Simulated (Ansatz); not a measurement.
# Decaying states in the gap of Cs2KNa2Cl5, part 2 of 3

Wanted: the relaxed cell of Cs2KNa2Cl5, its band edges and its decay constants. It is built by putting Cs for part of the Na in the KNa4Cl5 structure of space group R-3m, with the volume rescaled by atomic radii. The parent structure comes from the Materials Project.

Ansatz 0.2.0; LDA DFT, plane waves, PAW files (the session's first sound run).

So far. Step 2 (Cell and atoms at rest): The largest force component on a free atom ends at 0.0052 eV/Å.

The structure was built from a prototype and need not be the compound's stable phase.

## Step 3: The bulk crystal and its band edges

The energy window and the wavevectors of the next steps follow from the band edges, so these are searched first, off the mesh as well.

input.yaml reads:

```yaml
crystal:
  lattice:
    - [2.1221799993, 1.2252411939, 18.0733482122]
    - [-2.1221799993, 1.2252411939, 18.0733482122]
    - [0.0, -2.4504823878, 18.0733482122]
  atoms:
    - { symbol: K, position: [0.0, 0.0, 0.0] }
    - { symbol: Cs, position: [0.4068681783, 0.4068681783, 0.4068681783] }
    - { symbol: Na, position: [0.8071487435, 0.8071487435, 0.8071487435] }
    - { symbol: Na, position: [0.1928512565, 0.1928512565, 0.1928512565] }
    - { symbol: Cs, position: [0.5931318217, 0.5931318217, 0.5931318217] }
    - { symbol: Cl, position: [0.3005923446, 0.3005923446, 0.3005923446] }
    - { symbol: Cl, position: [0.5, 0.5, 0.5] }
    - { symbol: Cl, position: [0.8856670833, 0.8856670833, 0.8856670833] }
    - { symbol: Cl, position: [0.6994076554, 0.6994076554, 0.6994076554] }
    - { symbol: Cl, position: [0.1143329167, 0.1143329167, 0.1143329167] }
kpoints:
  mp_grid: { grid: [6, 6, 6] }
  band_path: { path: [VBM, CBM], npoints: 30 }
scf:
  occupations: { method: fixed }
hamiltonian:
  xc: lda
output:
  eigenvalues: true
  write_potential: true
  write_density: true
  volumetric_format: npy
  elf: true
```

On the command line:

```console
$ ansatz run input.yaml --threads 2 --pin off --max-ram 4096MiB --backend cpu --events-out ev --progress --plain --runs-dir out
```

Numbers of over 12 decimals in the logs are rounded to 6 here.

Log:

```text
[...]
Crystal: 10 atoms, lattice volume = 281.964 Å³
Basis set: ecut = 420 eV, 5491 PW (Γ), FFT grids on a1−a2, a2, −a2+a3
Bands: 50, of which v1, the nominal top of the filled ones, is band 40 counted from 1 (39 counted from 0)
Symmetry: 12 space group operations
[...]
k-points: 32 of 216
[...]
SCF iter   1: F=—  HF=-20678.434700 eV  |F-HF|=—  |Δ(HF+E_count)|=         —  Δρ=6.39e-3  dr2=1.14e-1  ethr=1.77e-3  ⟨swp⟩=5.3  Hψ=6162  notcnv=0  defer=218
[...]
SCF iter   7: F=-20678.391593 eV  HF=-20678.391593 eV  |F-HF|=2.54e-9  |Δ(HF+E_count)|=   9.35e-8  Δρ=1.60e-6  dr2=8.70e-9  ethr=1.25e-10  ⟨swp⟩=16.4  Hψ=7386  notcnv=0
SCF 1 converged in 7 iterations: F = -20678.391593 eV  dr2 = 8.70e-9
[...]
NSCF: frozen V_eff on 32 k-points
[...]
SCF converged after 7 iterations
Free energy (F): -20678.391593 eV
[...]
Internal energy: -20678.391593 eV  (E = F + TS)
E sigma→0 (E₀):  -20678.391593 eV
Fermi energy:    2.176691 eV
[...]
--- Band table (eV; the first three rows and the last of 32) ---
  k-point 0: bands = [... 36 lower, 1.7899, 1.9235, 1.9235, 2.1767, 6.6781, 7.2833, 7.8332, 8.0582, ... 6 higher]
  k-point 1: bands = [... 36 lower, 1.7608, 1.8802, 1.8968, 2.1363, 7.3671, 7.6544, 8.1563, 8.3528, ... 6 higher]
  k-point 2: bands = [... 36 lower, 1.7329, 1.8387, 1.8458, 2.0439, 7.3060, 7.4754, 8.7826, 8.9709, ... 6 higher]
  k-point 31: bands = [... 36 lower, 1.8449, 1.9058, 1.9058, 2.1294, 6.9008, 6.9450, 7.8518, 8.0580, ... 6 higher]
```

It took 53 s on 2 threads of Arm Neoverse V1, shared host; peak memory 0.71 GiB; 1.7 min of CPU time.

In the SCF lines HF is the Harris–Foulkes energy and dr2 the Hartree energy of the density residual, in eV; the loop may stop once dr2 is under the threshold and the program's other checks hold. Hψ counts applications of the Hamiltonian.

This step gave:

```yaml
fermi_energy: 2.177 eV
gap_on_the_k_mesh: 4.501 eV
gap_on_path: 4.501 eV, by band count; negative where bands overlap
direct_gap_on_path: 4.501 eV
edge_places_on_path: 0, 0 1/A along the path
```

Levels at VBM (eV): -5.95, -5.94, -5.69, -5.69, -5.69, -5.69, -1.66, -1.42, -0.85, -0.70, -0.65, -0.65, -0.62, -0.62, -0.44, -0.44, -0.39, -0.39, -0.25, -0.25, 0.00, 4.50, 5.11, 5.66, 5.88, 6.04, 6.72, 7.09, 7.22, 7.22, 7.37.

Electrostatic potential energy in the ac plane of the conventional cell at fractional y = 0.000, with atoms of K and Cs and Na and Cl within 0.2 Å of it. With pseudopotentials it is smooth inside the atoms' cores, unlike the true potential.

Ten even steps from '0' (-21 eV) to '9' (8 eV), each cell a mean:
```
45789999999864
99998888889999
01489999999720
99999999999999
02689999999841
99999999999999
77899888889987
12589999999731
99999999999999
22358999987422
77899999999887
44799999999854
55799999999865
67789999999876
33358999987433
99999999999999
01589999999730
88998887889988
99999999999999
02689999999841
78999999999998
11589999999731
99999888889999
34689999999753
```
Columns run along a (4.2 Å; values clipped at the 3rd and 97th percentile), rows up along c (54.2 Å), edges of the conventional cell, whose origin can differ from the input's. Atoms in or near the plane, at fractional coordinates: K at (0.00, 0.00), Cs at (0.00, 0.41), Na at (0.00, 0.81), Na at (0.00, 0.19), Cs at (0.00, 0.59), Cl at (0.00, 0.30), Cl at (0.00, 0.50), Cl at (0.00, 0.89), Cl at (0.00, 0.70), Cl at (0.00, 0.11).

ELF in the ac plane of the conventional cell at fractional y = 0.000, with atoms of K and Cs and Na and Cl within 0.2 Å of it. It is the smooth field of the valence electrons, not physical close to the nuclei.

Ten even steps from '_' (0.02) to '@' (0.73), each cell a mean:
```
++++==----==****++--::--==++
______..--++******==::______
%%@@@@%%++::......==**@@@@@@
==------------------------==
====--..::--======--....==++
______..--==++++++==::______
++++==--==++****++==--====++
%%@@%%##==::..__..--++%%@@%%
______..::==++++++--::______
**##@@%%++::......==##@@%%**
====------++******==------==
**####++==::____..--++**####
******++--::......::==++****
======--====****++==--======
++##%%##++--::::::==**%%%%**
______..::====++==--..______
%%@@@@##++::____..--**%%@@@@
====------++******==------==
______..--++++**++==::______
====--..::====++==--....====
++====----::::::::::----====
%%@@%%##++--::::::==**%%@@%%
______..--++****++==::______
++++++----==++++++----==++++
```
Columns run along a (4.2 Å), rows up along c (54.2 Å), edges of the conventional cell, whose origin can differ from the input's. Atoms in or near the plane, at fractional coordinates: K at (0.00, 0.00), Cs at (0.00, 0.41), Na at (0.00, 0.81), Na at (0.00, 0.19), Cs at (0.00, 0.59), Cl at (0.00, 0.30), Cl at (0.00, 0.50), Cl at (0.00, 0.89), Cl at (0.00, 0.70), Cl at (0.00, 0.11).

Valence density in the ac plane of the conventional cell at fractional y = 0.000, with atoms of K and Cs and Na and Cl within 0.2 Å of it. It is the smooth field of the valence electrons, not physical close to the nuclei.

Ten steps, logarithmic in the rise over the least value, from '0' (0.01 × 1e0 e/Å³) to '9' (6.43 × 1e0 e/Å³), each cell a mean:
```
65421122211356
00001223221000
56532110113466
32211111111122
98411111111269
00001222211000
43321222221234
55532111112455
00001122211000
45542100123455
33211122211223
45431100012355
44421111112344
33321122212233
45542111113454
00001122210000
56532100112455
33211222221223
00001222211000
98411112111269
33211111111233
55532111112455
00001223221000
66421122112356
```
Columns run along a (4.2 Å), rows up along c (54.2 Å), edges of the conventional cell, whose origin can differ from the input's. Atoms in or near the plane, at fractional coordinates: K at (0.00, 0.00), Cs at (0.00, 0.41), Na at (0.00, 0.81), Na at (0.00, 0.19), Cs at (0.00, 0.59), Cl at (0.00, 0.30), Cl at (0.00, 0.50), Cl at (0.00, 0.89), Cl at (0.00, 0.70), Cl at (0.00, 0.11).

The searched edges give 4.50 eV, as on the mesh.

## Step 4: Complex bands

This step: LDA DFT, plane waves, PAW files; complex bands by layer matching along the plane's normal (Ansatz 0.2.0).

The same crystal is laid in a cell whose first two vectors span the (001) plane (indices of the standard conventional cell, whose axes can be ordered otherwise than in the bulk input). At fixed energy and wavevector in the plane the solver finds all kz, real and complex. A few wavevectors are listed, (0, 0) and (0.5, 0) in units of the plane's reciprocal vectors; the slowest state needn't be among them.

input.yaml reads:

```yaml
crystal:
  lattice:
    - [4.244359999, 0.0, 0.0]
    - [2.122179999, 3.675723582, 0.0]
    - [2.122179999, 1.225241194, 18.073348212]
  atoms:
    - { symbol: K, position: [0.0, 0.0, 0.0] }
    - { symbol: Cs, position: [0.5931318217, 0.5931318217, 0.2206045349] }
    - { symbol: Na, position: [0.1928512565, 0.1928512565, 0.4214462305] }
    - { symbol: Na, position: [0.8071487435, 0.8071487435, 0.5785537695] }
    - { symbol: Cs, position: [0.4068681783, 0.4068681783, 0.7793954651] }
    - { symbol: Cl, position: [0.6994076554, 0.6994076554, 0.9017770338] }
    - { symbol: Cl, position: [0.5, 0.5, 0.5] }
    - { symbol: Cl, position: [0.1143329167, 0.1143329167, 0.6570012499] }
    - { symbol: Cl, position: [0.3005923446, 0.3005923446, 0.0982229662] }
    - { symbol: Cl, position: [0.8856670833, 0.8856670833, 0.3429987501] }
kpoints:
  mp_grid: { grid: [6, 6, 6] }
scf:
  occupations: { method: fixed }
hamiltonian:
  xc: lda
output:
  eigenvalues: true
  transmission:
    leads: [[0, 0]]
    kpoints: [[0.0, 0.0], [0.5, 0.0]]
    e_range: [-1.0, 5.5]
    de: 0.11
```

Log:

```text
[...]
Crystal: 10 atoms, lattice volume = 281.964 Å³
Basis set: ecut = 420 eV, 5491 PW (Γ)
Bands: 50, of which v1, the nominal top of the filled ones, is band 40 counted from 1 (39 counted from 0)
Symmetry: 12 space group operations
[...]
k-points: 32 of 216
[...]
SCF iter   1: F=—  HF=-20678.434335 eV  |F-HF|=—  |Δ(HF+E_count)|=         —  Δρ=6.41e-3  dr2=1.14e-1  ethr=1.77e-3  ⟨swp⟩=5.3  Hψ=6300  notcnv=0  defer=220
[...]
SCF iter   7: F=-20678.391593 eV  HF=-20678.391593 eV  |F-HF|=3.30e-9  |Δ(HF+E_count)|=   8.75e-8  Δρ=1.61e-6  dr2=8.65e-9  ethr=1.25e-10  ⟨swp⟩=16.2  Hψ=7399  notcnv=0
SCF 1 converged in 7 iterations: F = -20678.391593 eV  dr2 = 8.65e-9
[...]
transmission: 27 of 54 steps passed
transmission: 54 of 54 steps passed
SCF converged after 7 iterations
Free energy (F): -20678.391593 eV
[...]
Internal energy: -20678.391593 eV  (E = F + TS)
E sigma→0 (E₀):  -20678.391593 eV
Fermi energy:    2.176692 eV
[...]
--- Band table (eV; the first three rows and the last of 32) ---
  k-point 0: bands = [... 36 lower, 1.7899, 1.9235, 1.9235, 2.1767, 6.6781, 7.2833, 7.8332, 8.0582, ... 6 higher]
  k-point 1: bands = [... 36 lower, 1.8075, 1.9201, 1.9201, 2.1661, 6.7075, 7.2197, 7.8410, 8.0566, ... 6 higher]
  k-point 2: bands = [... 36 lower, 1.8329, 1.9116, 1.9116, 2.1426, 6.7917, 7.0786, 7.8495, 8.0570, ... 6 higher]
  k-point 31: bands = [... 36 lower, 1.5519, 1.7705, 1.8015, 2.0463, 8.7910, 8.8276, 8.8285, 8.9405, ... 6 higher]
--- Transmission ---
  basis      : 139 plane waves across, 27 finite elements along
  points     : 2, as listed
  energies   : 60 from -1.000000 to 5.490000 eV about the Fermi level, 0.110000 eV apart; the leads are filled to 2.250695 eV, and channels, transmission and decay are at 2.300000 eV
  crystal 0  : Na2Cl5Cs2K1, at the sites [0, 0], period 18.0733 Å: whole cells are its period
    offset         : up to 0.0000 Å between an atom of the period and one for which it stands
    channels       : 0.000000e0 a spin
    conductance    : none, the energies end too early or step too widely for 300 K: set another output.transmission.e_range or a lower de, or, where they end at an eighth of basis.ecutwfc, a higher one
    slowest decay  : 0.3636 /Å at (0.0000, 0.0000)
```

Elapsed: 52 s, on 2 threads; peak memory 0.7 GiB; 76 s of CPU time.

Numbers from this step:

| Property | Result |
| --- | --- |
| level to which the leads are filled | 2.251 eV from the Fermi level |
| decay constant at the filling level, zone centre | 0.3636 Å⁻¹ |
| decay constant at the filling level, slowest listed point | 0.3636 Å⁻¹ |

K parallel (0, 0); values up to 0.9971 1/Å, a degenerate pair printed once or twice; energies at which all values exceed this have no row. The Im kz of the slowest decaying states by energy, zero at the highest filled level on the SCF mesh:

```tsv
energy (eV)	decay 1 (Å⁻¹)	decay 2 (Å⁻¹)	decay 3 (Å⁻¹)	decay 4 (Å⁻¹)
-1.000	0.475	-	-	-
-0.450	0.0701	-	-	-
-0.010	0.384	0.995	-	-
0.540	0.277	0.582	0.957	-
0.980	0.330	0.657	0.926	-
1.530	0.360	0.709	0.884	-
1.970	0.367	0.732	0.849	-
2.520	0.358	0.745	0.801	-
2.960	0.337	0.746	0.760	-
3.510	0.291	0.702	0.736	0.978
3.950	0.230	0.650	0.720	0.940
4.500	0.0123	0.574	0.692	0.880
5.050	0.472	0.652	0.817	0.841
```

K parallel (0.5, 0); values up to 0.9971 1/Å, a degenerate pair printed once or twice; energies at which all values exceed this have no row. Im kz of the slowest decaying states against energy, zero at the highest filled level on the SCF mesh:

```tsv
energy (eV)	decay 1 (Å⁻¹)	decay 2 (Å⁻¹)	decay 3 (Å⁻¹)	decay 4 (Å⁻¹)
-1.00	0.0806	0.249	0.973	-
-0.67	0.0404	0.113	0.955	-
-0.34	0.0938	0.198	0.935	-
-0.01	0.282	0.282	0.407	0.913
0.32	0.362	0.390	0.523	0.890
0.65	0.415	0.449	0.597	0.867
0.98	0.452	0.489	0.649	0.843
1.31	0.479	0.517	0.688	0.818
1.64	0.498	0.537	0.717	0.794
1.97	0.509	0.550	0.739	0.769
2.30	0.514	0.558	0.744	0.756
2.52	0.514	0.561	0.728	0.765
2.85	0.508	0.563	0.704	0.775
3.18	0.493	0.560	0.681	0.781
3.51	0.469	0.555	0.659	0.784
3.84	0.434	0.547	0.639	0.783
4.17	0.381	0.537	0.619	0.780
4.50	0.299	0.524	0.600	0.774
4.83	0.507	0.580	0.765	-
5.16	0.175	0.486	0.559	0.753
5.49	0.249	0.461	0.536	0.739
```

At the listed wavevectors the last open channel is at -0.01 eV and the next at +4.61 eV on the grid. At +2.30 eV, the grid energy nearest the filling level (the middle of the gap on the SCF mesh), the slowest state at the listed wavevectors decays with κ = 0.364 Å⁻¹, its amplitude falling by e over 2.8 Å. Through 1 nm of this crystal that state's transmission falls by exp(−2 × 0.364 Å⁻¹ × 10 Å) = 6.9e-4.

## Step 5: Decay over the two-dimensional zone

The listed points could miss the slowest state, so one energy near mid-gap is solved on a mesh of 8×8.

Edit input.yaml of step 4 so:

```diff
@@ -24,6 +24,2 @@
   eigenvalues: true
-  transmission:
-    leads: [[0, 0]]
-    kpoints: [[0.0, 0.0], [0.5, 0.0]]
-    e_range: [-1.0, 5.5]
-    de: 0.11
+  transmission: { leads: [[0, 0]], kmesh: [8, 8], e_range: [2.25, 2.26], de: 0.05 }
```

Log:

```text
[...]
Crystal: 10 atoms, lattice volume = 281.964 Å³
Basis set: ecut = 420 eV, 5491 PW (Γ)
Bands: 50, of which v1, the nominal top of the filled ones, is band 40 counted from 1 (39 counted from 0)
Symmetry: 12 space group operations
[...]
k-points: 32 of 216
[...]
SCF iter   1: F=—  HF=-20678.434335 eV  |F-HF|=—  |Δ(HF+E_count)|=         —  Δρ=6.41e-3  dr2=1.14e-1  ethr=1.77e-3  ⟨swp⟩=5.3  Hψ=6300  notcnv=0  defer=220
[...]
SCF iter   7: F=-20678.391593 eV  HF=-20678.391593 eV  |F-HF|=3.30e-9  |Δ(HF+E_count)|=   8.75e-8  Δρ=1.61e-6  dr2=8.65e-9  ethr=1.25e-10  ⟨swp⟩=16.2  Hψ=7399  notcnv=0
SCF 1 converged in 7 iterations: F = -20678.391593 eV  dr2 = 8.65e-9
[...]
transmission: 92 of 230 steps passed
transmission: 184 of 230 steps passed
transmission: 230 of 230 steps passed
SCF converged after 7 iterations
Free energy (F): -20678.391593 eV
[...]
Internal energy: -20678.391593 eV  (E = F + TS)
E sigma→0 (E₀):  -20678.391593 eV
Fermi energy:    2.176692 eV
[...]
--- Band table (eV; the first three rows and the last of 32) ---
  k-point 0: bands = [... 36 lower, 1.7899, 1.9235, 1.9235, 2.1767, 6.6781, 7.2833, 7.8332, 8.0582, ... 6 higher]
  k-point 1: bands = [... 36 lower, 1.8075, 1.9201, 1.9201, 2.1661, 6.7075, 7.2197, 7.8410, 8.0566, ... 6 higher]
  k-point 2: bands = [... 36 lower, 1.8329, 1.9116, 1.9116, 2.1426, 6.7917, 7.0786, 7.8495, 8.0570, ... 6 higher]
  k-point 31: bands = [... 36 lower, 1.5519, 1.7705, 1.8015, 2.0463, 8.7910, 8.8276, 8.8285, 8.9405, ... 6 higher]
--- Transmission ---
  basis      : 139 plane waves across, 23 finite elements along
  points     : 10, standing for a mesh of 8 x 8
  energies   : 1 from 2.250000 to 2.250000 eV about the Fermi level; the leads are filled to 2.250695 eV, and channels, transmission and decay are at 2.250000 eV
[...]
channels       : 0.000000e0 a spin
    conductance    : none, crystal 0 has no channel at the energies, or these end too early or step too widely for 300 K: set another output.transmission.e_range or a lower de, or, where they end at an eighth of basis.ecutwfc, a higher one
    slowest decay  : 0.3645 /Å at (0.0000, 0.0000)
```

The job ended after 26 s (2 threads; peak memory 0.81 GiB; 51 s of CPU time).

This step gave:

- least decay constant on the mesh: 0.3645 Å⁻¹

Slowest decay constant (1/Å; 0 where a channel is open) over k1 and k2. At 2.2500 eV from the Fermi level.

Values, 8 rows by 8 columns:
```
0.589 0.596 0.596 0.589 0.514 0.597 0.597 0.514
0.644 0.596 0.644 0.597 0.538 0.640 0.538 0.597
0.589 0.589 0.597 0.640 0.486 0.486 0.640 0.597
0.514 0.514 0.538 0.486 0.364 0.486 0.538 0.514
0.589 0.597 0.640 0.486 0.486 0.640 0.597 0.589
0.644 0.597 0.538 0.640 0.538 0.597 0.644 0.596
0.589 0.514 0.597 0.597 0.514 0.589 0.596 0.596
0.514 0.589 0.644 0.589 0.514 0.589 0.644 0.589
```
Columns: k1 (b1) from -0.5 to 0.375; rows upwards: k2 (b2) from -0.5 to 0.375.

The least value on the mesh is 0.364 Å⁻¹ at +2.25 eV. At that energy the listed points give about 0.364 Å⁻¹ by interpolation, so the mesh holds no clearly slower state.

[end of part 2 of 3]

[Logs are printed without paths, hosts, clocks, repeated set-up lines and the standing remarks that a program may print on its own settings, such as how far it seeks lower states.]

[Hosts, paths, dates, database ids (printed as entryN), source tags and the programs' standing remarks are cut or masked in the printed files.]
